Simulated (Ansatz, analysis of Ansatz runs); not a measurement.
## Li5NbO5 (C2/m), nudged elastic band: H transfer from O to O (q = +1)

Aim: the barrier of one jump in Li5NbO5 (C2/m) at charge +1: H transfer from O to O. The model is a cell of 132 host atoms with 1 H put in; H is the atom that moves.

Main program and level: Ansatz 0.2.0; plane-wave PAW DFT, PBEsol; nudged elastic band between two relaxed defect structures at fixed charge in a uniform background.

Report form: the programs' logs are mostly left out.

## Step 1: The starting structure

The cell holds 133 atoms: 60 Li, 12 Nb, 60 O and 1 H. Its edges and angles: a = 12.024 Å, b = 10.448 Å, c = 11.553 Å, α = 107.3°, β = 90.0°, γ = 112.6°. It derives from Li5NbO5 (space group C2/m). Nearest the centre at fractional (0.390, 0.421, 0.421): H133 at 0.42 Å, O86 at 1.41 Å, Nb83 at 1.41 Å, O10 at 1.41 Å, Li45 at 1.70 Å, O73 at 2.42 Å, O22 at 2.43 Å, Li4 at 2.48 Å. The cell carries charge +1.

The cell's shortest repeat is 10.4 Å.

## Step 2: Relaxation of the start point, charge +1

The ends come first: from an unrelaxed start the top is counted from too high an energy, and the barrier comes out too low. Small random displacements break the symmetry of the ideal sites, so that the defect can distort if it gains by it. The charge of +1 is set by the electron count, and a uniform background keeps the cell neutral.

File qp1_c132k1s.start/input.yaml:

```yaml
crystal:
  lattice:
    - [0.0, -12.02387796, 0.0]
    - [-9.64854378, 4.00795932, -0.00669279]
    - [3.7205883, 0.0, -10.93780668]
  atoms:
    - { symbol: Li, position: [0.09627575, 0.28882726, 0.32836974] }
    - { symbol: Li, position: [0.10313747, 0.3094124, 0.06894537] }
[... 1 atom line left out ...]
    - { symbol: Li, position: [0.23019587, 0.1905876, 0.43105463] }
    - { symbol: Li, position: [0.23705758, 0.21117274, 0.17163026] }
[... 1 atom line left out ...]
    - { symbol: O, position: [0.04879642, 0.14638927, 0.41308126] }
    - { symbol: O, position: [0.05255102, 0.15765306, 0.15910781] }
[... 1 atom line left out ...]
    - { symbol: O, position: [0.28078231, 0.34234694, 0.34089219] }
    - { symbol: O, position: [0.28453691, 0.35361073, 0.08691874] }
[... 1 atom line left out ...]
    - { symbol: Li, position: [0.10313747, 0.3094124, 0.56894537] }
[... 2 atom lines left out ...]
    - { symbol: Li, position: [0.23705758, 0.21117274, 0.67163026] }
[... 3 atom lines left out ...]
    - { symbol: O, position: [0.16666667, 0.0, 0.5] }
[... 1 atom line left out ...]
    - { symbol: O, position: [0.28453691, 0.35361073, 0.58691874] }
[... 3 atom lines left out ...]
    - { symbol: Li, position: [0.23019587, 0.6905876, 0.43105463] }
[... 11 atom lines left out ...]
    - { symbol: Li, position: [0.23705758, 0.71117274, 0.67163026] }
[... 3 atom lines left out ...]
    - { symbol: O, position: [0.16666667, 0.5, 0.5] }
[... 2 atom lines left out ...]
    - { symbol: Li, position: [0.42960909, 0.28882726, 0.32836974] }
    - { symbol: Li, position: [0.4364708, 0.3094124, 0.06894537] }
    - { symbol: Li, position: [0.33333333, 0.0, 0.25] }
    - { symbol: Li, position: [0.5635292, 0.1905876, 0.43105463] }
    - { symbol: Li, position: [0.57039091, 0.21117274, 0.17163026] }
[... 1 atom line left out ...]
    - { symbol: O, position: [0.38212976, 0.14638927, 0.41308126] }
    - { symbol: O, position: [0.38588435, 0.15765306, 0.15910781] }
[... 1 atom line left out ...]
    - { symbol: O, position: [0.61411565, 0.34234694, 0.34089219] }
[... 2 atom lines left out ...]
    - { symbol: Li, position: [0.4364708, 0.3094124, 0.56894537] }
[... 3 atom lines left out ...]
    - { symbol: Nb, position: [0.33333333, 0.0, 0.5] }
[... 1 atom line left out ...]
    - { symbol: O, position: [0.38588435, 0.15765306, 0.65910781] }
[... 2 atom lines left out ...]
    - { symbol: O, position: [0.61787024, 0.35361073, 0.58691874] }
    - { symbol: Li, position: [0.42960909, 0.78882726, 0.32836974] }
[... 1 atom line left out ...]
    - { symbol: Li, position: [0.33333333, 0.5, 0.25] }
    - { symbol: Li, position: [0.5635292, 0.6905876, 0.43105463] }
[... 2 atom lines left out ...]
    - { symbol: O, position: [0.38212976, 0.64638927, 0.41308126] }
    - { symbol: O, position: [0.38588435, 0.65765306, 0.15910781] }
[... 1 atom line left out ...]
    - { symbol: O, position: [0.61411565, 0.84234694, 0.34089219] }
[... 2 atom lines left out ...]
    - { symbol: Li, position: [0.4364708, 0.8094124, 0.56894537] }
    - { symbol: Li, position: [0.33333333, 0.5, 0.75] }
[... 1 atom line left out ...]
    - { symbol: Li, position: [0.57039091, 0.71117274, 0.67163026] }
    - { symbol: Nb, position: [0.33333333, 0.5, 0.5] }
[... 1 atom line left out ...]
    - { symbol: O, position: [0.38588435, 0.65765306, 0.65910781] }
    - { symbol: O, position: [0.5, 0.5, 0.5] }
[... 1 atom line left out ...]
    - { symbol: O, position: [0.61787024, 0.85361073, 0.58691874] }
[... 24 atom lines left out ...]
    - { symbol: Li, position: [0.66666667, 0.5, 0.25] }
[... 3 atom lines left out ...]
    - { symbol: O, position: [0.71546309, 0.64638927, 0.41308126] }
[... 5 atom lines left out ...]
    - { symbol: Li, position: [0.76980413, 0.8094124, 0.56894537] }
[... 3 atom lines left out ...]
    - { symbol: Nb, position: [0.66666667, 0.5, 0.5] }
[... 1 atom line left out ...]
    - { symbol: O, position: [0.71921769, 0.65765306, 0.65910781] }
[... 3 atom lines left out ...]
    - { symbol: H, position: [0.423247, 0.44473, 0.444442] }
total_charge: 1
basis:
  ecutwfc: 420
  xc_grid: 2
hamiltonian:
  xc: pbesol
kpoints:
  mp_grid: { grid: [1, 1, 1], shift: [0.25, 0.25, 0.25] }
scf:
  occupations: { method: fixed }
  max_iter: 100
output:
  forces: true
relax:
  f_tol: 0.02
  max_steps: 70
  random_displacement: { amplitude: 0.03, seed: 6603 }
```

On the command line:

```sh
$ ansatz run input.yaml --threads 32 --pin off --max-ram 84787MiB --backend cuda --events-out ev --progress --plain --runs-dir out --max-vram 78GiB
```

Wall time 19 s (1 × NVIDIA GB200 with 32 threads of Arm Neoverse V2, shared host); peak memory 1.5 GiB.

Relaxation path:

| step | energy less that of the first step (eV) | largest force component (eV/Å) |
| --- | --- | --- |
| 1 | 0.0000 | 12.7416 |
| 5 | -4.0378 | 0.4675 |
| 9 | -4.0718 | 0.5433 |
| 13 | -4.0877 | 0.0307 |
| 17 | -4.0850 | 0.4648 |
| 19 | -4.0915 | 0.0129 |

Relaxation steps 9, 17 were tried and not accepted.

The atoms that moved most (Å, from the sites as typed, ahead of the random displacement):

| atom | dx | dy | dz | length |
| --- | --- | --- | --- | --- |
| H133 | -0.310 | -0.722 | 0.391 | 0.878 |
| Li45 | 0.224 | 0.016 | 0.143 | 0.266 |
| O54 | -0.041 | 0.164 | -0.032 | 0.172 |
| Nb83 | -0.020 | 0.131 | -0.036 | 0.138 |
| Nb127 | -0.018 | -0.129 | -0.035 | 0.134 |
| O10 | -0.034 | -0.123 | -0.034 | 0.132 |
| O86 | -0.125 | 0.004 | 0.029 | 0.129 |
| Li47 | 0.109 | 0.012 | 0.016 | 0.111 |

Neighbours of H133 at the end:

| atom | distance (Å) |
| --- | --- |
| O86 | 0.981 |
| Li45 | 1.905 |
| O54 | 2.138 |
| O10 | 2.212 |
| Li70 | 2.219 |
| Nb127 | 2.352 |
| Nb83 | 2.392 |
| O117 | 2.668 |
| O73 | 2.697 |

Read from the output:

* free energy: -99950.5203 eV
* r.m.s. move of the farther half of the atoms: 0.02573 Å
* largest move from the ideal geometry of this structure, a common shift of the far atoms taken out: 0.8868 Å

The relaxation gained 4.092 eV and ended with a largest force component of 0.013 eV/Å.

## Step 3: Relaxation of the end point, charge +1

The end point is relaxed in the same cell and settings, so that the two energies compare. Atoms more than 3.2 Å from the middle of the hop start where the first relaxation left them, the nearer ones on or close to their ideal places, with small random displacements.

File qp1_c132k1s.end/input.yaml:

```yaml
crystal:
  lattice:
    - [0.0, -12.02387796, 0.0]
    - [-9.64854378, 4.00795932, -0.00669279]
    - [3.7205883, 0.0, -10.93780668]
  atoms:
    - { symbol: Li, position: [0.09426572, 0.28457743, 0.32549197] }
    - { symbol: Li, position: [0.10388326, 0.30971162, 0.06872987] }
[... 1 atom line left out ...]
    - { symbol: Li, position: [0.23019587, 0.1905876, 0.43105463] }
[... 5 atom lines left out ...]
    - { symbol: O, position: [0.28078231, 0.34234694, 0.34089219] }
[... 11 atom lines left out ...]
    - { symbol: O, position: [0.28453691, 0.35361073, 0.58691874] }
[... 22 atom lines left out ...]
    - { symbol: Li, position: [0.42960909, 0.28882726, 0.32836974] }
[... 5 atom lines left out ...]
    - { symbol: O, position: [0.38212976, 0.14638927, 0.41308126] }
[... 5 atom lines left out ...]
    - { symbol: Li, position: [0.4364708, 0.3094124, 0.56894537] }
[... 11 atom lines left out ...]
    - { symbol: Li, position: [0.33333333, 0.5, 0.25] }
    - { symbol: Li, position: [0.5635292, 0.6905876, 0.43105463] }
[... 2 atom lines left out ...]
    - { symbol: O, position: [0.38212976, 0.64638927, 0.41308126] }
[... 9 atom lines left out ...]
    - { symbol: Nb, position: [0.33333333, 0.5, 0.5] }
[... 2 atom lines left out ...]
    - { symbol: O, position: [0.5, 0.5, 0.5] }
[... 46 atom lines left out ...]
    - { symbol: H, position: [0.357446, 0.397348, 0.396812] }
total_charge: 1
basis:
  ecutwfc: 420
  xc_grid: 2
hamiltonian:
  xc: pbesol
kpoints:
  mp_grid: { grid: [1, 1, 1], shift: [0.25, 0.25, 0.25] }
scf:
  occupations: { method: fixed }
  max_iter: 100
output:
  forces: true
relax:
  f_tol: 0.02
  max_steps: 70
  random_displacement: { amplitude: 0.01, seed: 6603 }
```

It took 21 s on 1 × NVIDIA GB200 with 32 threads; peak memory 1.4 GiB.

Step by step:

| step | energy less that of the first step (eV) | largest force component (eV/Å) |
| --- | --- | --- |
| 1 | 0.0000 | 12.4498 |
| 5 | -3.6219 | 0.3424 |
| 9 | -3.7624 | 1.1708 |
| 13 | -3.9027 | 0.1571 |
| 17 | -3.9738 | 0.3049 |
| 21 | -3.9848 | 0.0406 |
| 22 | -3.9850 | 0.0098 |

The atoms that moved most (Å, from the sites as typed, ahead of the random displacement):

| atom | dx | dy | dz | length |
| --- | --- | --- | --- | --- |
| H133 | -0.092 | 0.698 | 1.503 | 1.660 |
| Li69 | -0.415 | -0.007 | 0.044 | 0.417 |
| Li5 | 0.285 | -0.004 | 0.221 | 0.360 |
| O11 | -0.039 | 0.003 | -0.193 | 0.197 |
| Nb83 | -0.070 | -0.004 | -0.137 | 0.154 |
| Li67 | -0.117 | -0.007 | -0.066 | 0.135 |
| O10 | 0.104 | -0.009 | 0.046 | 0.114 |
| O74 | -0.109 | 0.001 | 0.011 | 0.110 |

Neighbours of H133 at the end:

| atom | distance (Å) |
| --- | --- |
| O10 | 0.992 |
| Li5 | 1.783 |
| O11 | 1.824 |
| Li69 | 1.865 |
| Li1 | 2.365 |
| Li45 | 2.367 |
| O8 | 2.756 |
| O52 | 2.759 |
| O73 | 2.788 |

Read from the output:

```
free energy                                                                                       : -99951.1745 eV
r.m.s. move of the farther half of the atoms                                                      : 0.01480 Å
largest move from the ideal geometry of this structure, a common shift of the far atoms taken out : 1.672 Å
```

The relaxation gained 3.985 eV and ended with a largest force component of 0.0098 eV/Å. The end lies 0.654 eV below the start.

(Part 1 of 2 ends here.)

[Logs are printed without paths, hosts, clocks, repeated set-up lines and the standing remarks that a program may print on its own settings, such as how far it seeks lower states.]

[Hosts, paths, dates, database ids (printed as entryN), source tags and the programs' standing remarks are cut or masked in the printed files.]
